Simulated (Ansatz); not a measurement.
## Cr3FeAs, from a guessed structure to a relaxed one

Starting from a made-up structure for Cr3FeAs, the aim is the relaxed cell, its shortest contacts and, where a second run follows, its electronic structure.

Method: DFT, PBE, plane-wave PAW, files of the set soft_1, scalar-relativistic, ferromagnetic start, cell and ions relaxed at zero pressure; PAW set soft_1, in Ansatz 0.2.0.

In doubt: warnings of the run leave room for a lower electronic state, so energies may not be the lowest and differences between runs may mislead.

## Step 1: The starting structure

The structure is cubic, space group Pm-3m (No. 221). The conventional cell has a = 4.156 Å, b = 4.156 Å, c = 4.156 Å, α = 90.00°, β = 90.00°, γ = 90.00°. Nearest to As lie 6 Cr at 2.08 Å. Nearest to Fe lie 12 Cr at 2.94 Å. Cr has 2 As at 2.08 Å and 4 Fe at 2.94 Å and 8 Cr at 2.94 Å nearest. Farther neighbours are not listed.

## Step 2: Relaxation of the guess

The guess takes its coordinates from another compound and its volume from a rule, so the cell and any free coordinates are relaxed together.

Input file input.yaml:

```yaml
crystal:
  lattice:
    - [4.156, 0.0, 0.0]
    - [0.0, 4.156, 0.0]
    - [0.0, 0.0, 4.156]
  atoms:
    - { symbol: As, position: [0.5, 0.5, 0.5] }
    - { symbol: Fe, position: [0.0, 0.0, 0.0], spin: 3.0 }
    - { symbol: Cr, position: [0.5, 0.5, 0.0], spin: 3.0 }
    - { symbol: Cr, position: [0.5, 0.0, 0.5], spin: 3.0 }
    - { symbol: Cr, position: [0.0, 0.5, 0.5], spin: 3.0 }
magnetization:
  spin_polarized: true
kpoints:
  mp_grid: { grid: [7, 7, 7] }
scf:
  occupations: { method: fermi_dirac, width: 0.05 }
hamiltonian:
  xc: pbe
  pseudopotentials: { kind: paw, azcp: { folder: soft_1 } }
relax:
  f_tol: 0.015
  max_steps: 70
  cell: {}
output:
  forces: true
  stress: true
```

Command:

```
ansatz run input.yaml --threads 4 --pin off --max-ram 10240MiB --backend cpu --events-out ev --progress --plain --runs-dir out
```

Numbers of over 12 decimals in the logs are rounded to 6 here.

What it wrote:

```text
Engine: ansatz 0.2.0, aarch64-unknown-linux-gnu
Pseudopotentials: kind: paw
Pseudopotential: As, paw, valence charge 15, recommended cutoff 420 eV (normal), soft_1/As.paw.azcp
Pseudopotential: Fe, paw, valence charge 16, recommended cutoff 420 eV (normal), soft_1/Fe.paw.azcp
Pseudopotential: Cr, paw, valence charge 14, recommended cutoff 420 eV (normal), soft_1/Cr.paw.azcp
Functional definition: PBE
  parameter kappa = 0.804
  parameter beta = 0.066725
  exchange = pbe_x(kappa = kappa, mu = beta*pi^2/3)
  correlation = pbe_c(beta = beta)
Crystal: 5 atoms, lattice volume = 71.784 Å³
Basis set: ecut = 420 eV, 1365 PW (Γ), exchange–correlation on 60×60×60 points (8 copies of the dense FFT grid, shifted against one another)
Bands: 51, of which v1, the nominal top of the filled ones, is band 37 counted from 1 (36 counted from 0)
Symmetry: 48 space group operations
Space group: Pm-3m (ITA 221), of the structure as read, at distance tolerance 4.2e-5 Å
Magnetic group: BNS 221.92 (UNI 1594), of the structure as read, at distance tolerance 4.2e-5 Å
k-points: 20 of 343
Non-local potential: As, projectors of the file, l = 0: 2, l = 1: 2, l = 2: 3, l = 3: 1
Non-local potential: Fe, projectors of the file, l = 0: 3, l = 1: 2, l = 2: 3, l = 3: 1
Non-local potential: Cr, projectors of the file, l = 0: 3, l = 1: 2, l = 2: 3, l = 3: 1
PAW form: soft (Blöchl's): semilocal exchange-correlation on the pseudo side does not see the compensation charge
PAW one-centre angular grid: As, 590 points (default); XC on 64 Gauss nodes
PAW one-centre angular grid: Fe, 590 points (default); XC on 64 Gauss nodes
PAW one-centre angular grid: Cr, 590 points (default); XC on 64 Gauss nodes
Initial density: superposition of atomic densities (chi_scale 0.1, normalization cell, long waves kept (reshape's long-wave potential 0.00 eV rms))
Starting moments: Σ|m| = 12 μB on 4 of 5 sites
Initial wavefunctions: pseudopotential atomic-orbital guess
Functional: x = pbe(κ = 0.804, μ = 0.219515), c = pbe(β = 0.066725)
SCF iter   1: F=—  HF=-19464.100073 eV  |F-HF|=—  |Δ(HF+E_count)|=         —  Δρ=1.04e-1 (↑1.04e-1 ↓4.09e-2)  dr2=1.33e1  dr2_m=1.26e0  M=8.995 μB ∫|m|=9.138 μB  β_m=0.30  ethr=3.10e-3  ⟨swp⟩=5.7  Hψ=6873  notcnv=0  defer=2
Mixer restart at iter 1: flushing history
preconditioner: auto → Kerker (q_TF=auto, 2.736 Å⁻¹)  [metal: Δε(μ)=0.012 eV  Ē_g=7.210 eV  σ=0.050 eV  W_gap=0.06  n_scr=26 (ndim 8)  ℏωp=24.4 eV  f_vac=0.000  D(μ)=8.93/eV (n_scr^D=122)]
spin=Collinear: Kerker preconditioning applied to the charge; magnetization (m = ρ↑ − ρ↓) channel mixes plain (no charge-response kernel on spin).
SCF iter   2: F=—  HF=-19462.480042 eV  |F-HF|=—  |Δ(HF+E_count)|=    1.62e0  Δρ=5.43e-2 (↑5.43e-2 ↓2.74e-2)  dr2=3.82e0  dr2_m=4.78e-1  M=8.954 μB ∫|m|=9.133 μB  β_m=0.45  ethr=3.10e-3  ⟨swp⟩=2.8  Hψ=3871  notcnv=0  defer=142
SCF iter   3: F=—  HF=-19462.074853 eV  |F-HF|=—  |Δ(HF+E_count)|=   4.05e-1  Δρ=1.89e-2 (↑1.89e-2 ↓1.60e-2)  dr2=3.10e-1  dr2_m=1.14e-1  M=8.616 μB ∫|m|=8.871 μB  β_m=0.64  ethr=3.10e-3  ⟨swp⟩=2.1  Hψ=3129  notcnv=0  defer=137
SCF iter   4: F=—  HF=-19462.381709 eV  |F-HF|=—  |Δ(HF+E_count)|=   3.07e-1  Δρ=1.51e-2 (↑1.15e-2 ↓1.51e-2)  dr2=1.84e-1  dr2_m=6.15e-2  M=8.121 μB ∫|m|=8.428 μB  β_m=0.65  ethr=4.24e-4  ⟨swp⟩=3.8  Hψ=4396  notcnv=0  defer=139
SCF iter   5: F=—  HF=-19463.136036 eV  |F-HF|=—  |Δ(HF+E_count)|=         —  Δρ=5.94e-2 (↑5.94e-2 ↓5.39e-2)  dr2=4.77e-2  dr2_m=2.09e0  M=5.719 μB ∫|m|=6.019 μB  β_m=1.00  ethr=2.53e-4  ⟨swp⟩=2.6  Hψ=4017  notcnv=0  defer=141
Mixer restart at iter 5: flushing history
SCF iter   6: F=—  HF=-19462.677958 eV  |F-HF|=—  |Δ(HF+E_count)|=   4.58e-1  Δρ=1.49e-2 (↑3.27e-3 ↓1.49e-2)  dr2=1.91e-1  dr2_m=4.10e-2  M=5.583 μB ∫|m|=5.801 μB  β_m=0.65  ethr=6.85e-5  ⟨swp⟩=2.5  Hψ=4134  notcnv=0  defer=144
SCF iter   7: F=—  HF=-19462.697356 eV  |F-HF|=—  |Δ(HF+E_count)|=   1.94e-2  Δρ=1.23e-2 (↑1.23e-2 ↓7.59e-3)  dr2=3.35e-2  dr2_m=5.39e-2  M=5.291 μB ∫|m|=5.501 μB  β_m=0.67  ethr=6.85e-5  ⟨swp⟩=3.0  Hψ=4287  notcnv=0  defer=136
SCF iter   8: F=—  HF=-19462.687282 eV  |F-HF|=—  |Δ(HF+E_count)|=   1.01e-2  Δρ=7.96e-3 (↑6.24e-3 ↓7.96e-3)  dr2=2.88e-2  dr2_m=2.87e-2  M=5.189 μB ∫|m|=5.395 μB  β_m=0.36  ethr=4.59e-5  ⟨swp⟩=2.5  Hψ=4224  notcnv=0  defer=139
SCF iter   9: F=—  HF=-19462.683171 eV  |F-HF|=—  |Δ(HF+E_count)|=   4.11e-3  Δρ=4.47e-3 (↑3.80e-3 ↓4.47e-3)  dr2=2.93e-3  dr2_m=1.01e-2  M=5.081 μB ∫|m|=5.282 μB  β_m=0.68  ethr=3.94e-5  ⟨swp⟩=2.1  Hψ=3811  notcnv=0  defer=139
SCF iter  10: F=—  HF=-19462.683361 eV  |F-HF|=—  |Δ(HF+E_count)|=   1.90e-4  Δρ=1.90e-3 (↑1.90e-3 ↓1.65e-3)  dr2=4.90e-3  dr2_m=1.10e-3  M=4.902 μB ∫|m|=5.099 μB  β_m=0.77  ethr=4.01e-6  ⟨swp⟩=2.0  Hψ=3833  notcnv=0  defer=139
SCF iter  11: F=—  HF=-19462.683087 eV  |F-HF|=—  |Δ(HF+E_count)|=   2.74e-4  Δρ=1.44e-3 (↑1.38e-3 ↓1.44e-3)  dr2=1.67e-4  dr2_m=1.26e-3  M=4.910 μB ∫|m|=5.107 μB  β_m=0.88  ethr=4.01e-6  ⟨swp⟩=2.0  Hψ=2828  notcnv=0  defer=139
SCF iter  12: F=—  HF=-19462.683055 eV  |F-HF|=—  |Δ(HF+E_count)|=   3.23e-5  Δρ=5.10e-4 (↑1.10e-4 ↓5.10e-4)  dr2=1.81e-4  dr2_m=4.44e-5  M=4.848 μB ∫|m|=5.045 μB  β_m=0.94  ethr=2.28e-7  ⟨swp⟩=2.0  Hψ=3292  notcnv=0  defer=139
SCF iter  13: F=—  HF=-19462.683120 eV  |F-HF|=—  |Δ(HF+E_count)|=   6.50e-5  Δρ=4.58e-4 (↑4.20e-4 ↓4.58e-4)  dr2=1.58e-5  dr2_m=1.24e-4  M=4.827 μB ∫|m|=5.024 μB  β_m=0.81  ethr=2.28e-7  ⟨swp⟩=2.0  Hψ=3127  notcnv=0  defer=139
SCF iter  14: F=—  HF=-19462.683107 eV  |F-HF|=—  |Δ(HF+E_count)|=   1.22e-5  Δρ=6.44e-5 (↑2.91e-5 ↓6.44e-5)  dr2=2.29e-6  dr2_m=9.26e-7  M=4.842 μB ∫|m|=5.039 μB  β_m=0.90  ethr=2.16e-8  ⟨swp⟩=2.0  Hψ=3006  notcnv=0  defer=139
SCF iter  15: F=—  HF=-19464.418500 eV  |F-HF|=—  |Δ(HF+E_count)|=         —  Δρ=1.01e-1 (↑1.00e-1 ↓1.01e-1)  dr2=5.32e-2  dr2_m=6.64e0  M=0.207 μB ∫|m|=6.190 μB  β_m=1.00  ethr=3.14e-9  ⟨swp⟩=2.2  Hψ=3433  notcnv=0  defer=139
Mixer restart at iter 15: flushing history
SCF iter  16: F=—  HF=-19462.916114 eV  |F-HF|=—  |Δ(HF+E_count)|=    1.50e0  Δρ=1.17e-2 (↑7.49e-3 ↓1.17e-2)  dr2=2.12e-2  dr2_m=5.85e-2  M=0.050 μB ∫|m|=6.590 μB  β_m=0.90  ethr=6.85e-5  ⟨swp⟩=3.0  Hψ=4415  notcnv=0  defer=139
SCF iter  17: F=—  HF=-19462.917794 eV  |F-HF|=—  |Δ(HF+E_count)|=   1.68e-3  Δρ=4.49e-3 (↑4.49e-3 ↓3.15e-3)  dr2=5.82e-3  dr2_m=8.25e-3  M=-0.018 μB ∫|m|=6.719 μB  β_m=0.95  ethr=2.90e-5  ⟨swp⟩=3.2  Hψ=4143  notcnv=0  defer=109
[...]
relax step   4: F+E_penalty+E_count = -19463.90290766 eV  Δ(F+E_penalty+E_count) = -3.196e-4 eV  max|allowed force component| = 3.222e-29 eV/Å  Δτ_max = 0.0000 Å  P = +0.023 GPa  Ω = 87.751 Å³  energy of the carried Pulay correction = -9.628e-3 eV  (9 SCF iters, dr2 threshold 4.56e-7 eV, accepted)
[...]
relax step   5: F+E_penalty+E_count = -19463.92000850 eV  Δ(F+E_penalty+E_count) = -1.710e-2 eV  max|allowed force component| = 3.855e-29 eV/Å  Δτ_max = 0.0000 Å  P = +0.375 GPa  Ω = 87.751 Å³  stress off target by 3.75e-1 GPa  SCF on the basis re-selected at this cell (its energy is not comparable with the rows above)  (13 SCF iters)
[...]
relax step   6: F+E_penalty+E_count = -19463.92033047 eV  Δ(F+E_penalty+E_count) = -3.220e-4 eV  max|allowed force component| = 4.954e-29 eV/Å  Δτ_max = 0.0000 Å  P = +0.043 GPa  Ω = 88.102 Å³  energy of the carried Pulay correction = -1.327e-4 eV  (9 SCF iters, dr2 threshold 3.52e-7 eV, accepted)
iter 1 solved again at ethr=6.02e-8 eV; its pass at ethr=3.10e-3 eV (dr2=4.40e-5 eV) is discarded
SCF iter   1: F=—  HF=-19463.920048 eV  |F-HF|=—  |Δ(HF+E_count)|=         —  Δρ=1.78e-4 (↑8.43e-5 ↓1.78e-4)  dr2=1.31e-6  dr2_m=2.06e-6  M=-3.781 μB ∫|m|=11.237 μB  β_m=0.65  ethr=6.02e-8  ⟨swp⟩=3.1  Hψ=12494  notcnv=0
preconditioner: auto → none  [metal: Δε(μ)=0.002 eV  Ē_g=5.786 eV  σ=0.050 eV  W_gap=0.01  n_scr=6 (ndim 8)  ℏωp=22.0 eV  f_vac=0.000  D(μ)=9.21/eV (n_scr^D=122)]
SCF iter   2: F=—  HF=-19463.920438 eV  |F-HF|=—  |Δ(HF+E_count)|=   3.91e-4  Δρ=6.25e-5 (↑2.97e-5 ↓6.25e-5)  dr2=1.85e-7  dr2_m=2.57e-7  M=-3.781 μB ∫|m|=11.237 μB  β_m=0.63  ethr=1.79e-9  ⟨swp⟩=1.9  Hψ=2335  notcnv=0
SCF iter   3: F=—  HF=-19463.920494 eV  |F-HF|=—  |Δ(HF+E_count)|=   5.51e-5  Δρ=8.95e-6 (↑6.34e-6 ↓8.95e-6)  dr2=7.25e-8  dr2_m=1.30e-8  M=-3.781 μB ∫|m|=11.237 μB  β_m=0.51  ethr=2.53e-10  ⟨swp⟩=2.0  Hψ=3575  notcnv=0
SCF iter   4: F=—  HF=-19463.920494 eV  |F-HF|=—  |Δ(HF+E_count)|=   2.98e-7  Δρ=1.92e-6 (↑6.38e-7 ↓1.92e-6)  dr2=3.37e-9  dr2_m=6.97e-10  M=-3.781 μB ∫|m|=11.237 μB  β_m=0.64  ethr=9.93e-11  ⟨swp⟩=2.0  Hψ=3466  notcnv=0
SCF iter   5: F=—  HF=-19463.920495 eV  |F-HF|=—  |Δ(HF+E_count)|=   1.48e-6  Δρ=1.25e-6 (↑1.25e-6 ↓1.09e-6)  dr2=3.52e-9  dr2_m=4.58e-10  M=-3.781 μB ∫|m|=11.237 μB  β_m=0.55  ethr=4.61e-12  ⟨swp⟩=2.5  Hψ=3647  notcnv=0
SCF iter   6: F=—  HF=-19463.920495 eV  |F-HF|=—  |Δ(HF+E_count)|=   2.91e-9  Δρ=4.75e-7 (↑4.75e-7 ↓3.97e-7)  dr2=1.88e-10  dr2_m=1.19e-10  M=-3.781 μB ∫|m|=11.237 μB  β_m=0.73  ethr=4.61e-12  ⟨swp⟩=2.0  Hψ=2620  notcnv=0
SCF iter   7: F=—  HF=-19463.920495 eV  |F-HF|=—  |Δ(HF+E_count)|=   1.04e-9  Δρ=2.70e-7 (↑2.70e-7 ↓2.17e-7)  dr2=4.71e-11  dr2_m=4.15e-11  M=-3.781 μB ∫|m|=11.237 μB  β_m=0.75  ethr=1.00e-12  ⟨swp⟩=2.0  Hψ=2586  notcnv=0
SCF iter   8: F=—  HF=-19463.920495 eV  |F-HF|=—  |Δ(HF+E_count)|=  1.46e-10  Δρ=2.23e-7 (↑9.56e-8 ↓2.23e-7)  dr2=8.89e-11  dr2_m=6.43e-12  M=-3.781 μB ∫|m|=11.237 μB  β_m=0.70  ethr=1.00e-12  ⟨swp⟩=2.0  Hψ=2617  notcnv=0
SCF iter   9: F=—  HF=-19463.920495 eV  |F-HF|=—  |Δ(HF+E_count)|=  2.91e-11  Δρ=1.30e-7 (↑3.50e-8 ↓1.30e-7)  dr2=2.43e-11  dr2_m=3.51e-12  M=-3.781 μB ∫|m|=11.237 μB  β_m=0.85  ethr=1.00e-12  ⟨swp⟩=1.0  Hψ=2040  notcnv=0
SCF iter  10: F=—  HF=-19463.920495 eV  |F-HF|=—  |Δ(HF+E_count)|=  3.64e-11  Δρ=6.91e-8 (↑1.80e-8 ↓6.91e-8)  dr2=4.44e-12  dr2_m=1.24e-12  M=-3.781 μB ∫|m|=11.237 μB  β_m=0.86  ethr=1.00e-12  ⟨swp⟩=1.0  Hψ=2040  notcnv=0
SCF iter  11: F=-19463.920495 eV  HF=-19463.920495 eV  |F-HF|=7.28e-12  |Δ(HF+E_count)|=    0.00e0  Δρ=1.19e-7 (↑1.83e-8 ↓1.19e-7)  dr2=2.04e-11  dr2_m=2.34e-12  M=-3.781 μB ∫|m|=11.237 μB  ethr=1.00e-12  ⟨swp⟩=2.5  Hψ=5420  notcnv=0
the starting moments were not kept: 3 of 4 ended reversed and 1 kept their direction, counting a site from 0.1 μB. The largest reversed, site 4 (counted from 0, in the order of the report's site_moments_mub), started with +3.0 μB and closes at -2.1e0 μB in its sphere.
SCF 7 converged in 11 iterations: F = -19463.920495 eV  dr2 = 2.04e-11
relax step   7: F+E_penalty+E_count = -19463.92049530 eV  Δ(F+E_penalty+E_count) = -1.648e-4 eV  max|allowed force component| = 6.669e-29 eV/Å  Δτ_max = 0.0000 Å  P = +0.038 GPa  Ω = 88.102 Å³  stress off target by 3.84e-2 GPa  SCF on the basis re-selected at this cell (its energy is not comparable with the rows above)  (11 SCF iters)
basis re-selected at this cell: Δ(F+E_penalty+E_count) = -1.648e-4 eV, ΔP = -0.004 GPa vs the last step (what re-selecting the basis moved, of the pressure what is left beyond the Pulay correction that the steps carried, after the strain that the cell walked since its last selection, with what the two solves' SCF thresholds leave and, on support functions, any second-order correction that the steps lacked; it is no m [...]
WARN: an SCF from ferrimagnetic starting moments (0.00, 3.30, 3.00, -3.00, -3.00 Bohr magnetons, atom by atom) was not made, by what the run has read of turns of its moments that order reads lower: the deck asks for what bars it, or types moments that do (magnetization.spin_polarized, in the input reference, names some of the keys), or the run goes by scf.lower_state_search: light, the default, which as a rule tries one only behind a close that has lost an order of both signs, or on which an open d or half-filled 4f shell of a PAW file has lost a moment that was set nearer to Hund's than to what is left; [rest of the remark cut]
SCF converged after 11 iterations
Magnetization: -3.7809 μB (34.6096 up, 38.3904 down)
Absolute magnetization: 11.2322 μB (∫|ρ↑−ρ↓|, with the PAW one-centre terms)
Spin contamination: 3.2517 ħ² per cell (⟨S²⟩ above its minimum at these occupations)
Per-site moments (μB) at R_I (Å): [(0.095456, 0.917746), (3.501210, 1.297889), (-2.107197, 0.917746), (-2.107197, 0.917746), (-2.107197, 0.917746)]
Free energy (F): -19463.920495 eV
Harris-Foulkes:  -19463.920495 eV  (|F-HF|=7.28e-12)
Internal energy: -19463.845567 eV  (E = F + TS)
E sigma→0 (E₀):  -19463.883031 eV
Entropy (-TS):   -0.074928 eV (-14.986 meV/atom)
Fermi energy:    11.809875 eV
--- Per-component energies (eV) ---
  E_band       = -1282.163882
  E_kinetic    = 1323.539644
  E_local      = -9551.682332  (includes V_loc(G=0)·N_el)
  E_nonlocal   = 41.705258
  E_hartree    = 4408.240074
  E_xc         = -520.293216
  E_vxc        = -646.778404  (∫ρ·V_xc dr)
  E_paw        = -7064.033220  (= ΣΔE_a)
  E_vpaw       = -1265.429155  (= ΣTr[D̂ρ^β])
  E_aug_tail   = 0.001167  (compensation charges beyond the density's cutoff)
  E_ewald      = -8101.322944
  E_smearing   = -0.074928  (= −TS)
  E_closure    = -0.000000  (closes the sum)
  Σ components = -19463.920495   (vs F -19463.920495, Δ=0.00e0)
--- Forces (eV/Å), atoms counted from 1 ---
  atom   1  As     0.00000000     0.00000000     0.00000000
  atom   2  Fe     0.00000000     0.00000000     0.00000000
  atom   3  Cr    -0.00000000     0.00000000     0.00000000
  atom   4  Cr     0.00000000    -0.00000000    -0.00000000
  atom   5  Cr     0.00000000    -0.00000000     0.00000000
  max |Σ_I F_I| component: 8.73e-29 eV/Å
--- Stress (GPa, compression-positive) ---
        0.038443       0.000000      -0.000000
        0.000000       0.038443      -0.000000
       -0.000000      -0.000000       0.038443
  P = ⅓ Tr σ = 0.0384 GPa (0.384 kbar)
--- Relaxed structure (5 steps of the walk, 5 accepted, 2 SCFs on fresh bases) ---
  F+E_penalty+E_count = -19463.92049530 eV   max|allowed force component| = 6.669e-29 eV/Å   (the final SCF, on the basis selected at the relaxed cell)
  cell:  # Å, volume = 88.1020 Å³
    - [4.449679, 0, 0]
    - [0, 4.449679, 0]
    - [0, 0, 4.449679]
  atoms:
    - { symbol: As, position: [0.500000, 0.500000, 0.500000] }
    - { symbol: Fe, position: [0, 0, 0] }
    - { symbol: Cr, position: [0.500000, 0.500000, 0] }
    - { symbol: Cr, position: [0.500000, 0, 0.500000] }
    - { symbol: Cr, position: [0, 0.500000, 0.500000] }
```

Wall time 25 s (4 threads of Arm Neoverse V2, shared host); peak memory 0.55 GiB.

Step by step:

```
step  energy less that of the first step (eV)  largest force component (eV/Å)  pressure (GPa)  volume (Å³)
   1                                   0.0000                          0.0000           23.05        71.78
   2                                  -0.8717                          0.0000            6.81        82.11
   3                                  -0.9856                          0.0000            0.43        87.37
   4                                  -0.9859                          0.0000            0.02        87.75
  5*                                  -1.0030                          0.0000            0.38        87.75
   6                                  -1.0034                          0.0000            0.04        88.10
  7*                                  -1.0035                          0.0000            0.04        88.10
```

Relaxation steps marked * repeat the geometry before them on a plane-wave basis chosen anew for their cell, so energy and pressure can jump there.

The run keeps the 48 symmetry operations that it works with, so distortions that break them were not tested.

```
conventional cell, symmetrised  before  after   change
                         a (Å)   4.156  4.450   +7.1 %
                         b (Å)   4.156  4.450   +7.1 %
                         c (Å)   4.156  4.450   +7.1 %
              volume (Å³/atom)   14.36  17.62  +22.7 %
```

The relaxed structure:

```cif
data_structure
_symmetry_space_group_name_H-M 'P 1'
_symmetry_Int_Tables_number 1
_cell_length_a 4.4497
_cell_length_b 4.4497
_cell_length_c 4.4497
_cell_angle_alpha 90.000
_cell_angle_beta 90.000
_cell_angle_gamma 90.000
_cell_volume 88.10
loop_
_atom_site_label
_atom_site_type_symbol
_atom_site_fract_x
_atom_site_fract_y
_atom_site_fract_z
_atom_site_occupancy
As1 As 0.50000 0.50000 0.50000 1
Fe2 Fe 0.00000 0.00000 0.00000 1
Cr3 Cr 0.50000 0.50000 0.00000 1
Cr4 Cr 0.50000 0.00000 0.50000 1
Cr5 Cr 0.00000 0.50000 0.50000 1
```

This step gave:

- free energy: -19463.9205 eV
- energy at zero smearing: -19463.8830 eV
- smearing term TS: 0.07493 eV
- Fermi energy: 11.81 eV
- magnetization: -3.781 μB
- absolute magnetization: 11.23 μB
- site moments: 0.09546, 3.501, -2.107, -2.107, -2.107 μB
- electrons: 73
- symmetry operations: 48
- pressure: 0.03844 GPa

Site moment by atom:

```
atom  site moment (μB)
 As1              0.10
 Fe2              3.50
 Cr3             -2.11
 Cr4             -2.11
 Cr5             -2.11
```

Shortest distances by pair of elements, guess and relaxed (not always the same contact):

```
 pair  guess (Å)  relaxed (Å)
As–Cr      2.078        2.225
Cr–Fe      2.939        3.146
Cr–Cr      2.939        3.146
As–Fe      3.599        3.854
As–As      4.156        4.450
```

The relaxation ends with a pressure of 0.04 GPa.

## Step 3: Summary of results

```json
{
 "space group, relaxed": "Pm-3m",
 "conventional cell": "a = 4.450, b = 4.450, c = 4.450 Å; α = 90.0°, β = 90.0°, γ = 90.0°",
 "volume per atom": "17.62 Å³ (guess 14.36)",
 "total moment": "3.78 μB in the cell of 5 atoms"
}
```

**Reading.** Cr3FeAs relaxes to Pm-3m with a = 4.450, b = 4.450 and c = 4.450 Å. The guessed volume was 19 % too small. The space group Pm-3m was held in the relaxation, so the end point is a stationary structure within it and may be a saddle against distortions or other arrangements. The input starts from parallel moments, and no other start was typed; the run left that order, and the end state is ferrimagnetic. The electronic state may lie above the lowest one. Mesh and cutoff weren't tested. No dispersion term is used, so weakly bound directions may come out too long. The program estimates, without running it, that another magnetic order lies lower than the one relaxed here. Nothing here tests whether the compound is stable against decomposition.

[Logs are printed without paths, hosts, clocks, repeated set-up lines and the standing remarks that a program may print on its own settings, such as how far it seeks lower states.]

[Hosts, paths, dates, database ids (printed as entryN), source tags and the programs' standing remarks are cut or masked in the printed files.]
